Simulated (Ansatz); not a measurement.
Rows from a G0W0 calculation on K3SCl (antiperovskite) (Pm-3m) (Ansatz 0.2.0; G0W0 on PBE, plane waves, PAW; 2×2×2 mesh, 635 empty bands, screening to 120 eV), in eV. Spin-orbit coupling is left out.

The structure was built from a prototype and need not be the compound's stable phase.

```csv
row,Σx,Σc,Vxc,Z
A,-2.28,-2.93,-5.85,0.81
B,-2.76,-2.76,-5.96,0.81
C,-17.58,2.18,-14.11,0.73
```

Which rows are filled states and which are empty ones, and how can one tell?

Filled: C. Empty: A and B. The sign of Σc tells: for a filled state bare exchange, which holds its interaction with itself, lies below Vxc (Σx − Vxc is -3.5 eV or lower here) and screening gives part back as a positive Σc. For an empty state Σx lies above Vxc (+3.2 eV or more) and the Coulomb hole leaves Σc negative.

[Paths, hosts, dates, memory and timing lines, banners, echoed tables and standing remarks are left out of the program output.]

[Logs are printed without paths, hosts, clocks, repeated set-up lines and the standing remarks that a program may print on its own settings, such as how far it seeks lower states.]

[Runs of the session that timed out or met a known fault of the program may be left out.]

[Cells called generated may have been cut or substituted from an entry of the Crystallography Open Database or the Materials Project.]

[Hosts, paths, dates, database ids (printed as entryN), source tags and the programs' standing remarks are cut or masked in the printed files.]
